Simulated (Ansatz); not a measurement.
**How MgS (Niningerite, Fm-3m) expands on warming**

Wanted: α(T), C_P(T) and B(T) of MgS (Niningerite) in the quasi-harmonic approximation.

Experimental results on record:
- heat capacity C_P per formula unit 45.6 J/mol/K near room temperature (given in “High-Throughput Prediction of Finite-Temperature Properties using the Quasi-Harmonic Approximation”, 2016, arXiv:1603.06924)

Main program and level: Ansatz 0.2.0; DFT PBEsol, scalar-relativistic, plane waves, PAW.

## Step 1: Set-up

The structure is cubic, space group Fm-3m (No. 225). The conventional cell has a = 5.203 Å, b = 5.203 Å, c = 5.203 Å, α = 90.00°, β = 90.00°, γ = 90.00°. Nearest to Mg lie 6 S at 2.60 Å. Nearest to S lie 6 Mg at 2.60 Å. Farther neighbours and most contacts between anions are not listed.

## Step 2: A first coarse run

Before spending time, one coarse run tells the gap and the pressure of the starting cell.

Input file input.yaml:

```yaml
crystal:
  lattice:
    - [0.0, 2.60165, 2.60165]
    - [2.60165, 0.0, 2.60165]
    - [2.60165, 2.60165, 0.0]
  atoms:
    - { symbol: Mg, position: [0.0, 0.0, 0.0] }
    - { symbol: S, position: [0.5, 0.5, 0.5] }
kpoints:
  mp_grid: { grid: [6, 6, 6] }
hamiltonian:
  xc: pbesol
scf:
  occupations: { method: gaussian, width: 0.1 }
output:
  forces: true
  stress: true
  eigenvalues: true
```

Started as:

```sh
$ ansatz run input.yaml --threads 4 --pin off --max-ram 16384MiB --backend cpu --events-out ev --progress --plain --runs-dir out
```

Numbers of over 12 decimals in the logs are rounded to 6 here.

The log of the run:

```text
Engine: ansatz 0.2.0, aarch64-unknown-linux-gnu
Pseudopotentials: kind: paw
Pseudopotential: Mg, paw, valence charge 10, recommended cutoff 420 eV (normal), Mg.paw.azcp
Pseudopotential: S, paw, valence charge 6, recommended cutoff 420 eV (normal), S.paw.azcp
Functional definition: PBEsol
  exchange = pbesol_x
  correlation = pbesol_c
Crystal: 2 atoms, lattice volume = 35.219 Å³
Basis set: ecut = 420 eV, 701 PW (Γ), exchange–correlation on 50×50×50 points (8 copies of the dense FFT grid, shifted against one another)
Bands: 12, of which v1, the nominal top of the filled ones, is band 8 counted from 1 (7 counted from 0)
Symmetry: 48 space group operations
Space group: Fm-3m (ITA 225), of the structure as read, at distance tolerance 3.3e-5 Å
k-points: 16 of 216
Non-local potential: Mg, projectors of the file, l = 0: 3, l = 1: 2, l = 2: 1
Non-local potential: S, projectors of the file, l = 0: 2, l = 1: 2, l = 2: 2
PAW form: soft (Blöchl's): semilocal exchange-correlation on the pseudo side does not see the compensation charge
PAW frozen core: Mg, regenerated for the run's functional, and the local potential with it (the file was generated under x = pbe(κ = 0.804, μ = 0.219515), c = pbe(β = 0.066725))
PAW frozen core: S, regenerated for the run's functional, and the local potential with it (the file was generated under x = pbe(κ = 0.804, μ = 0.219515), c = pbe(β = 0.066725))
PAW one-centre angular grid: Mg, 110 points (default); XC on 64 Gauss nodes
PAW one-centre angular grid: S, 110 points (default); XC on 64 Gauss nodes
Initial density: superposition of atomic densities (neutral atoms: chi_scale 0, normalization atom), corrected by the library's trained network
Initial wavefunctions: pseudopotential atomic-orbital guess
Functional: x = pbesol(κ = 0.804, μ = 0.123457), c = pbesol(β = 0.046)
SCF iter   1: F=—  HF=-2799.916213 eV  |F-HF|=—  |Δ(HF+E_count)|=         —  Δρ=3.74e-3  dr2=6.87e-3  ethr=1.77e-3  ⟨swp⟩=6.1  Hψ=1149  notcnv=0
preconditioner: auto → none  [insulator: Δε(μ)=2.637 eV  Ē_g=11.642 eV  σ=0.100 eV  W_gap=1.00  n_scr=8 (ndim 8)  ℏωp=17.7 eV  f_vac=0.000  D(μ)=0.00/eV (n_scr^D=0)  ε∞_Penn≈3.3]
SCF iter   2: F=—  HF=-2799.913427 eV  |F-HF|=—  |Δ(HF+E_count)|=   2.79e-3  Δρ=1.11e-3  dr2=2.88e-4  ethr=4.29e-5  ⟨swp⟩=2.1  Hψ=372  notcnv=0
SCF iter   3: F=—  HF=-2799.913427 eV  |F-HF|=—  |Δ(HF+E_count)|=   3.13e-7  Δρ=3.67e-4  dr2=2.66e-5  ethr=1.80e-6  ⟨swp⟩=2.4  Hψ=296  notcnv=0
SCF iter   4: F=—  HF=-2799.913447 eV  |F-HF|=—  |Δ(HF+E_count)|=   2.00e-5  Δρ=4.74e-5  dr2=4.81e-7  ethr=1.66e-7  ⟨swp⟩=1.0  Hψ=192  notcnv=0
iter 5 did not close the SCF: its close was put off for the readings that it lacked (scf_convergence_deferred on its scf_iter line)
SCF iter   5: F=-2799.913447 eV  HF=-2799.913447 eV  |F-HF|=1.43e-9  |Δ(HF+E_count)|=   2.93e-7  Δρ=3.95e-6  dr2=1.57e-9  ethr=3.00e-9  ⟨swp⟩=2.1  Hψ=243  notcnv=0
SCF iter   6: F=-2799.913447 eV  HF=-2799.913447 eV  |F-HF|=4.55e-12  |Δ(HF+E_count)|=   1.60e-9  Δρ=2.04e-7  dr2=5.67e-12  ethr=9.84e-12  ⟨swp⟩=1.8  Hψ=552  notcnv=0
SCF 1 converged in 6 iterations: F = -2799.913447 eV  dr2 = 5.67e-12
  greatest PAW one-centre occupation: 1.000 electrons in one spin orbital (limit 2), on the Mg atom at site 0 (counted from 0), in its partial waves of l = 0
SCF converged after 6 iterations
Free energy (F): -2799.913447 eV
Harris-Foulkes:  -2799.913447 eV  (|F-HF|=4.55e-12)
Internal energy: -2799.913447 eV  (E = F + TS)
E sigma→0 (E₀):  -2799.913447 eV
Fermi energy:    7.686714 eV
--- Per-component energies (eV) ---
  E_band       = -330.838535
  E_kinetic    = 184.860784
  E_local      = -1665.707848  (includes V_loc(G=0)·N_el)
  E_nonlocal   = 124.244471
  E_hartree    = 592.317175
  E_xc         = -126.297641
  E_vxc        = -126.557549  (∫ρ·V_xc dr)
  E_paw        = -865.711179  (= ΣΔE_a)
  E_vpaw       = -32.312782  (= ΣTr[D̂ρ^β])
  E_aug_tail   = -0.000001  (compensation charges beyond the density's cutoff)
  E_ewald      = -1043.740020
  E_core_change = 0.120812  (= ΣΔE_core)
  E_smearing   = -0.000000  (= −TS)
  E_closure    = 0.000000  (closes the sum)
  Σ components = -2799.913447   (vs F -2799.913447, Δ=0.00e0)
--- Forces (eV/Å), atoms counted from 1 ---
  atom   1  Mg    -0.00000000    -0.00000000    -0.00000000
  atom   2  S      0.00000000    -0.00000000     0.00000000
  max |Σ_I F_I| component: 3.57e-30 eV/Å
--- Stress (GPa, compression-positive) ---
       -0.908302      -0.000000      -0.000000
       -0.000000      -0.908302      -0.000000
        0.000000       0.000000      -0.908302
  P = ⅓ Tr σ = -0.9083 GPa (-9.083 kbar)
--- Band table (eV; the first three rows and the last of 16) ---
  k-point 0: bands = [... 4 lower, -6.3439, 6.3368, 6.3368, 6.3368, 9.9294, 14.1482, 14.1482, 14.1482]
  k-point 1: bands = [... 4 lower, -6.0757, 4.6803, 6.1654, 6.1654, 11.0306, 13.8556, 14.4179, 14.4179]
  k-point 2: bands = [... 4 lower, -5.4272, 2.4474, 5.8695, 5.8695, 10.9703, 13.5614, 13.5614, 15.5983]
  k-point 15: bands = [... 4 lower, -4.6059, 2.5329, 3.7173, 4.0929, 10.6825, 12.4116, 15.3889, 15.9904]
```

Wall time 0.73 s (4 threads of Arm Neoverse V2, shared host); peak memory 0.26 GiB; 1.1 s of CPU time.

This step gave:

```yaml
pressure: -0.9083 GPa
gap_on_the_k_mesh: 2.700 eV
volume_per_atom: 17.61 Å³
```

The start is under -0.91 GPa at this level and looks like an insulator or semiconductor on this mesh.

## Step 3: Finding the static equilibrium

Phonons are second derivatives about a minimum, so cell and atoms are relaxed first, inside the symmetry of the start.

input.yaml, the sections that differ from step 2:

```yaml
kpoints:
  mp_grid: { grid: [8, 8, 8] }
scf:
  occupations: { method: gaussian, width: 0.02 }
output:
  forces: true
  stress: true
  eigenvalues: true
  write_density: true
  write_potential: true
  elf: true
  volumetric_format: npy
relax:
  adjacent_minimum: "off"
  f_tol: 0.005
  max_steps: 80
  cell: { stress_tol: 0.05 }
# crystal, hamiltonian: as in step 2
```

The log of the run:

```text
[...]
Crystal: 2 atoms, lattice volume = 35.219 Å³
Basis set: ecut = 420 eV, 701 PW (Γ), exchange–correlation on 50×50×50 points (8 copies of the dense FFT grid, shifted against one another)
Bands: 12, of which v1, the nominal top of the filled ones, is band 8 counted from 1 (7 counted from 0)
Symmetry: 48 space group operations
[...]
k-points: 29 of 512
[...]
SCF iter   1: F=—  HF=-2799.919192 eV  |F-HF|=—  |Δ(HF+E_count)|=         —  Δρ=3.81e-3  dr2=7.16e-3  ethr=1.77e-3  ⟨swp⟩=7.0  Hψ=2150  notcnv=0
[...]
SCF iter   6: F=-2799.916384 eV  HF=-2799.916384 eV  |F-HF|=0.00e0  |Δ(HF+E_count)|=   1.58e-9  Δρ=2.06e-7  dr2=4.60e-12  ethr=1.06e-11  ⟨swp⟩=4.1  Hψ=1629  notcnv=0
SCF 1 converged in 6 iterations: F = -2799.916384 eV  dr2 = 4.60e-12
[...]
relax step   1: F+E_penalty+E_count = -2799.91638398 eV  Δ(F+E_penalty+E_count) = +0.000e0 eV  max|allowed force component| = 1.233e-30 eV/Å  Δτ_max = 0.0000 Å  P = -0.935 GPa  Ω = 35.219 Å³  (6 SCF iters, accepted)
Crystal: 2 atoms, lattice volume = 34.857 Å³
[...]
iter 1 solved again at ethr=2.37e-7 eV; its pass at ethr=3.10e-3 eV (dr2=3.79e-5 eV) is discarded
[...]
SCF iter   4: F=-2799.917631 eV  HF=-2799.917631 eV  |F-HF|=7.62e-9  |Δ(HF+E_count)|=   1.62e-8  Δρ=6.22e-6  dr2=1.27e-8  ethr=1.25e-9  ⟨swp⟩=9.2  Hψ=2258  notcnv=0
SCF 2 converged in 4 iterations: F = -2799.917631 eV  dr2 = 1.27e-8
relax step   2: F+E_penalty+E_count = -2799.91763092 eV  Δ(F+E_penalty+E_count) = -1.247e-3 eV  max|allowed force component| = 1.058e-29 eV/Å  Δτ_max = 0.0000 Å  P = -0.152 GPa  Ω = 34.857 Å³  energy of the carried Pulay correction = +1.182e-5 eV  (4 SCF iters, dr2 threshold 2.00e-7 eV, accepted)
Crystal: 2 atoms, lattice volume = 34.788 Å³
Basis set: ecut = 420 eV, 645 PW (Γ), exchange–correlation on 50×50×50 points (8 copies of the dense FFT grid, shifted against one another)
[...]
SCF iter   3: F=-2799.917666 eV  HF=-2799.917666 eV  |F-HF|=2.23e-9  |Δ(HF+E_count)|=   2.98e-8  Δρ=5.43e-6  dr2=9.68e-9  ethr=3.63e-10  ⟨swp⟩=8.7  Hψ=2257  notcnv=0
SCF 3 converged in 3 iterations: F = -2799.917666 eV  dr2 = 9.68e-9
relax step   3: F+E_penalty+E_count = -2799.91766574 eV  Δ(F+E_penalty+E_count) = -3.482e-5 eV  max|allowed force component| = 1.052e-29 eV/Å  Δτ_max = 0.0000 Å  P = +0.003 GPa  Ω = 34.788 Å³  energy of the carried Pulay correction = +1.410e-5 eV  (3 SCF iters, dr2 threshold 5.81e-8 eV, accepted)
[...]
SCF iter   1: F=—  HF=-2799.917642 eV  |F-HF|=—  |Δ(HF+E_count)|=         —  Δρ=6.25e-6  dr2=7.22e-9  ethr=4.39e-6  ⟨swp⟩=2.2  Hψ=2779  notcnv=0
eigensolver tolerance schedule: the retry pair's looser diagonalisation over-reported the residual by 97283.88 of it (diagonalisation noise at an unbounded share of the residual, at the tolerance the schedule requests for it); recorded, not acted on — ethr = c·dr2/N_el stays at c = 1.0e-1
[...]
SCF iter   2: F=—  HF=-2799.917650 eV  |F-HF|=—  |Δ(HF+E_count)|=   8.45e-6  Δρ=3.06e-6  dr2=1.94e-9  ethr=4.51e-11  ⟨swp⟩=4.0  Hψ=835  notcnv=0
[...]
SCF iter   4: F=-2799.917650 eV  HF=-2799.917650 eV  |F-HF|=6.82e-12  |Δ(HF+E_count)|=  2.58e-10  Δρ=2.34e-7  dr2=1.75e-11  ethr=1.00e-12  ⟨swp⟩=4.1  Hψ=1506  notcnv=0
SCF 4 converged in 4 iterations: F = -2799.917650 eV  dr2 = 1.75e-11
relax step   4: F+E_penalty+E_count = -2799.91765007 eV  Δ(F+E_penalty+E_count) = +1.567e-5 eV  max|allowed force component| = 1.045e-29 eV/Å  Δτ_max = 0.0000 Å  P = +0.003 GPa  Ω = 34.788 Å³  stress off target by 3.16e-3 GPa  SCF on the basis re-selected at this cell (its energy is not comparable with the rows above)  (4 SCF iters)
basis re-selected at this cell: Δ(F+E_penalty+E_count) = +1.567e-5 eV, ΔP = +0.000 GPa vs the last step (what re-selecting the basis moved, of the pressure what is left beyond the Pulay correction that the steps carried, after the strain that the cell walked since its last selection, with what the two solves' SCF thresholds leave and, on support functions, any second-order correction that the steps lacked; it is no m [...]
SCF converged after 4 iterations
Free energy (F): -2799.917650 eV
[...]
Internal energy: -2799.917650 eV  (E = F + TS)
E sigma→0 (E₀):  -2799.917650 eV
Fermi energy:    7.841034 eV
[...]
--- Stress (GPa, compression-positive) ---
        0.003158      -0.000000      -0.000000
       -0.000000       0.003158      -0.000000
       -0.000000      -0.000000       0.003158
  P = ⅓ Tr σ = 0.0032 GPa (0.032 kbar)
--- Band table (eV; the first three rows and the last of 29) ---
  k-point 0: bands = [... 4 lower, -6.2739, 6.4777, 6.4777, 6.4777, 10.1678, 14.2831, 14.2831, 14.2831]
  k-point 1: bands = [... 4 lower, -6.1173, 5.4014, 6.3724, 6.3724, 10.9721, 13.9733, 14.5382, 14.5382]
  k-point 2: bands = [... 4 lower, -5.6925, 3.6012, 6.1436, 6.1436, 11.3466, 14.1918, 14.1918, 14.7379]
  k-point 28: bands = [... 4 lower, -4.4807, 3.1486, 3.1486, 4.0526, 11.7237, 14.3091, 14.3091, 14.4836]
--- Relaxed structure (3 steps of the walk, 3 accepted, 1 SCFs on fresh bases) ---
  F+E_penalty+E_count = -2799.91765007 eV   max|allowed force component| = 1.045e-29 eV/Å   (the final SCF, on the basis selected at the relaxed cell)
  cell:  # Å, volume = 34.7878 Å³
    - [0, 2.590991, 2.590991]
    - [2.590991, 0, 2.590991]
    - [2.590991, 2.590991, 0]
  atoms:
    - { symbol: Mg, position: [0, 0, 0] }
    - { symbol: S, position: [0.500000, 0.500000, 0.500000] }
```

Elapsed: 1.1 s, on 4 threads; peak memory 0.29 GiB; 3.4 s of CPU time.

Step by step:

| step | energy less that of the first step (eV) | largest force component (eV/Å) | pressure (GPa) | volume (Å³) |
| --- | --- | --- | --- | --- |
| 1 | 0.0000 | 0.0000 | -0.94 | 35.22 |
| 2 | -0.0012 | 0.0000 | -0.15 | 34.86 |
| 3 | -0.0013 | 0.0000 | 0.00 | 34.79 |
| 4* | -0.0013 | 0.0000 | 0.00 | 34.79 |

Relaxation steps marked * repeat the geometry before them on a plane-wave basis chosen anew for their cell, so energy and pressure can jump there.

Forces are held to the 48 operations that the run works with; a distortion that breaks them can't arise in this run.

| conventional cell, symmetrised | before | after | change |
| --- | --- | --- | --- |
| a (Å) | 5.203 | 5.182 | -0.4 % |
| b (Å) | 5.203 | 5.182 | -0.4 % |
| c (Å) | 5.203 | 5.182 | -0.4 % |
| volume (Å³/atom) | 17.61 | 17.39 | -1.2 % |

The relaxed structure:

```cif
data_structure
_symmetry_space_group_name_H-M 'P 1'
_symmetry_Int_Tables_number 1
_cell_length_a 3.6642
_cell_length_b 3.6642
_cell_length_c 3.6642
_cell_angle_alpha 60.000
_cell_angle_beta 60.000
_cell_angle_gamma 60.000
_cell_volume 34.79
loop_
_atom_site_label
_atom_site_type_symbol
_atom_site_fract_x
_atom_site_fract_y
_atom_site_fract_z
_atom_site_occupancy
Mg1 Mg 0.00000 0.00000 0.00000 1
S2 S 0.50000 0.50000 0.50000 1
```

This step gave:

- pressure: 0.003158 GPa
- gap on the k-mesh: 2.727 eV
- volume per atom: 17.39 Å³

Valence density in the ac plane of the conventional cell at fractional y = 0.000, with atoms of Mg and S within 0.2 Å of it. It is the smooth field of the valence electrons, not physical close to the nuclei.

Values in e/Å³, 14 rows by 14 columns, each cell a mean:
```
16  4  0  0  1  1  1  1  1  1  0  0  1 10
 2  0  0  0  0  1  1  1  1  0  0  0  0  1
 0  0  0  0  0  0  1  1  0  0  0  0  0  0
 0  0  0  0  0  0  0  0  0  0  0  0  0  0
 1  1  0  0  0  0  0  0  0  0  0  0  0  1
 1  1  1  0  0  0  4  6  1  0  0  0  1  1
 0  1  1  0  0  2 16 23  6  0  0  1  1  1
 1  1  1  0  0  1 10 16  4  0  0  1  1  1
 1  1  0  0  0  0  1  2  0  0  0  0  1  1
 1  0  0  0  0  0  0  0  0  0  0  0  0  1
 0  0  0  0  0  0  0  0  0  0  0  0  0  0
 0  0  0  0  0  0  1  1  1  0  0  0  0  0
 6  1  0  0  0  1  1  1  1  1  0  0  0  4
23  6  0  0  1  1  1  0  1  1  0  0  2 16
```
Columns run along a (5.2 Å), rows up along c (5.2 Å), edges of the conventional cell, whose origin can differ from the input's. Atoms in or near the plane, at fractional coordinates: Mg at (0.00, 0.00), Mg at (0.50, 0.50), S at (0.50, 0.00), S at (0.00, 0.50).

ELF in the ac plane of the conventional cell at fractional y = 0.000, with atoms of Mg and S within 0.2 Å of it. It is the smooth field of the valence electrons, not physical close to the nuclei.

Ten even steps from '_' (0.08) to '@' (0.85), each cell a mean:
```
----__++@@@@==::##@@%%....--
::____==%%@@@@@@@@@@**..__..
....__..++%%@@@@@@**::__....
%%##==....==++++==::__::**%%
@@@@%%==____________::**@@@@
**@@@@##..__----::__==@@@@##
__**@@%%..::--::--__++@@@@::
::##@@%%....------__++@@@@==
@@@@@@**..__..::____==%%@@@@
@@@@**::__........__..++%%@@
++==::__::**%%%%##==....==++
______::**@@@@@@@@%%==______
--::__==@@@@##**@@@@##..__--
::--__++@@@@::__**@@%%..::--
```
Columns run along a (5.2 Å), rows up along c (5.2 Å), edges of the conventional cell, whose origin can differ from the input's. Atoms in or near the plane, at fractional coordinates: Mg at (0.00, 0.00), Mg at (0.50, 0.50), S at (0.50, 0.00), S at (0.00, 0.50).

Electrostatic potential energy in the ac plane of the conventional cell at fractional y = 0.000, with atoms of Mg and S within 0.2 Å of it. With pseudopotentials it is smooth inside the atoms' cores, unlike the true potential.

Ten even steps from '0' (-63 eV) to '9' (10 eV), each cell a mean:
```
04899645479861
57999865799986
89999998999998
99999999999999
78999988899997
45899743689974
54798500389855
54798610489964
57999865799986
89999988999999
99999999999999
88999977899998
36899744589974
03898555479850
```
Columns run along a (5.2 Å; values clipped at the 3rd and 97th percentile), rows up along c (5.2 Å), edges of the conventional cell, whose origin can differ from the input's. Atoms in or near the plane, at fractional coordinates: Mg at (0.00, 0.00), Mg at (0.50, 0.50), S at (0.50, 0.00), S at (0.00, 0.50).

The relaxation ends with a pressure of 0.00 GPa.

## Step 4: Tight relaxation

The relaxation is repeated with tighter thresholds on force and stress, since phonons are sensitive to what is left; a change of mesh or smearing in the input moves the cell too.

Input file input.yaml:

```yaml
crystal:
  lattice:
    - [0.0, 2.5909905693, 2.5909905693]
    - [2.5909905693, 0.0, 2.5909905693]
    - [2.5909905693, 2.5909905693, 0.0]
  atoms:
    - { symbol: Mg, position: [0.0, 0.0, 0.0] }
    - { symbol: S, position: [0.5, 0.5, 0.5] }
kpoints:
  mp_grid: { grid: [8, 8, 8] }
hamiltonian:
  xc: pbesol
scf:
  occupations: { method: fixed }
output:
  forces: true
  stress: true
  eigenvalues: true
relax:
  adjacent_minimum: "off"
  f_tol: 0.001
  max_steps: 60
  cell: { stress_tol: 0.01 }
```

The log of the run:

```text
[...]
Crystal: 2 atoms, lattice volume = 34.788 Å³
Basis set: ecut = 420 eV, 645 PW (Γ), exchange–correlation on 50×50×50 points (8 copies of the dense FFT grid, shifted against one another)
Bands: 12, of which v1, the nominal top of the filled ones, is band 8 counted from 1 (7 counted from 0)
Symmetry: 48 space group operations
[...]
k-points: 29 of 512
[...]
k-point 28: bands = [... 4 lower, -4.4807, 3.1486, 3.1486, 4.0526, 11.7237, 14.3091, 14.3091, 14.4836]
--- Relaxed structure (1 steps of the walk, 1 accepted, 1 SCFs on fresh bases) ---
[...]
cell:  # Å, volume = 34.7878 Å³
    - [0.0, 2.5909905693, 2.5909905693]
    - [2.5909905693, 0.0, 2.5909905693]
    - [2.5909905693, 2.5909905693, 0.0]
  atoms:
    - { symbol: Mg, position: [0.0, 0.0, 0.0] }
    - { symbol: S, position: [0.500000, 0.500000, 0.500000] }
[key lines of the parts left out:]
SCF converged after 7 iterations
Free energy (F): -2799.917650 eV
Fermi energy:    6.477742 eV
P = ⅓ Tr σ = 0.0032 GPa (0.032 kbar)
```

The job ended after 0.6 s (4 threads; peak memory 0.28 GiB; 1.7 s of CPU time).

Little changed from the start: no atom moved by 0.005 Å and no cell edge by 0.1 %.

The residual pressure is 0.0032 GPa, small enough for phonons.

[end of part 1 of 4]

[Logs are printed without paths, hosts, clocks, repeated set-up lines and the standing remarks that a program may print on its own settings, such as how far it seeks lower states.]

[Hosts, paths, dates, database ids (printed as entryN), source tags and the programs' standing remarks are cut or masked in the printed files.]

[A step with changed settings may run another functional than the one named; its input shows which.]
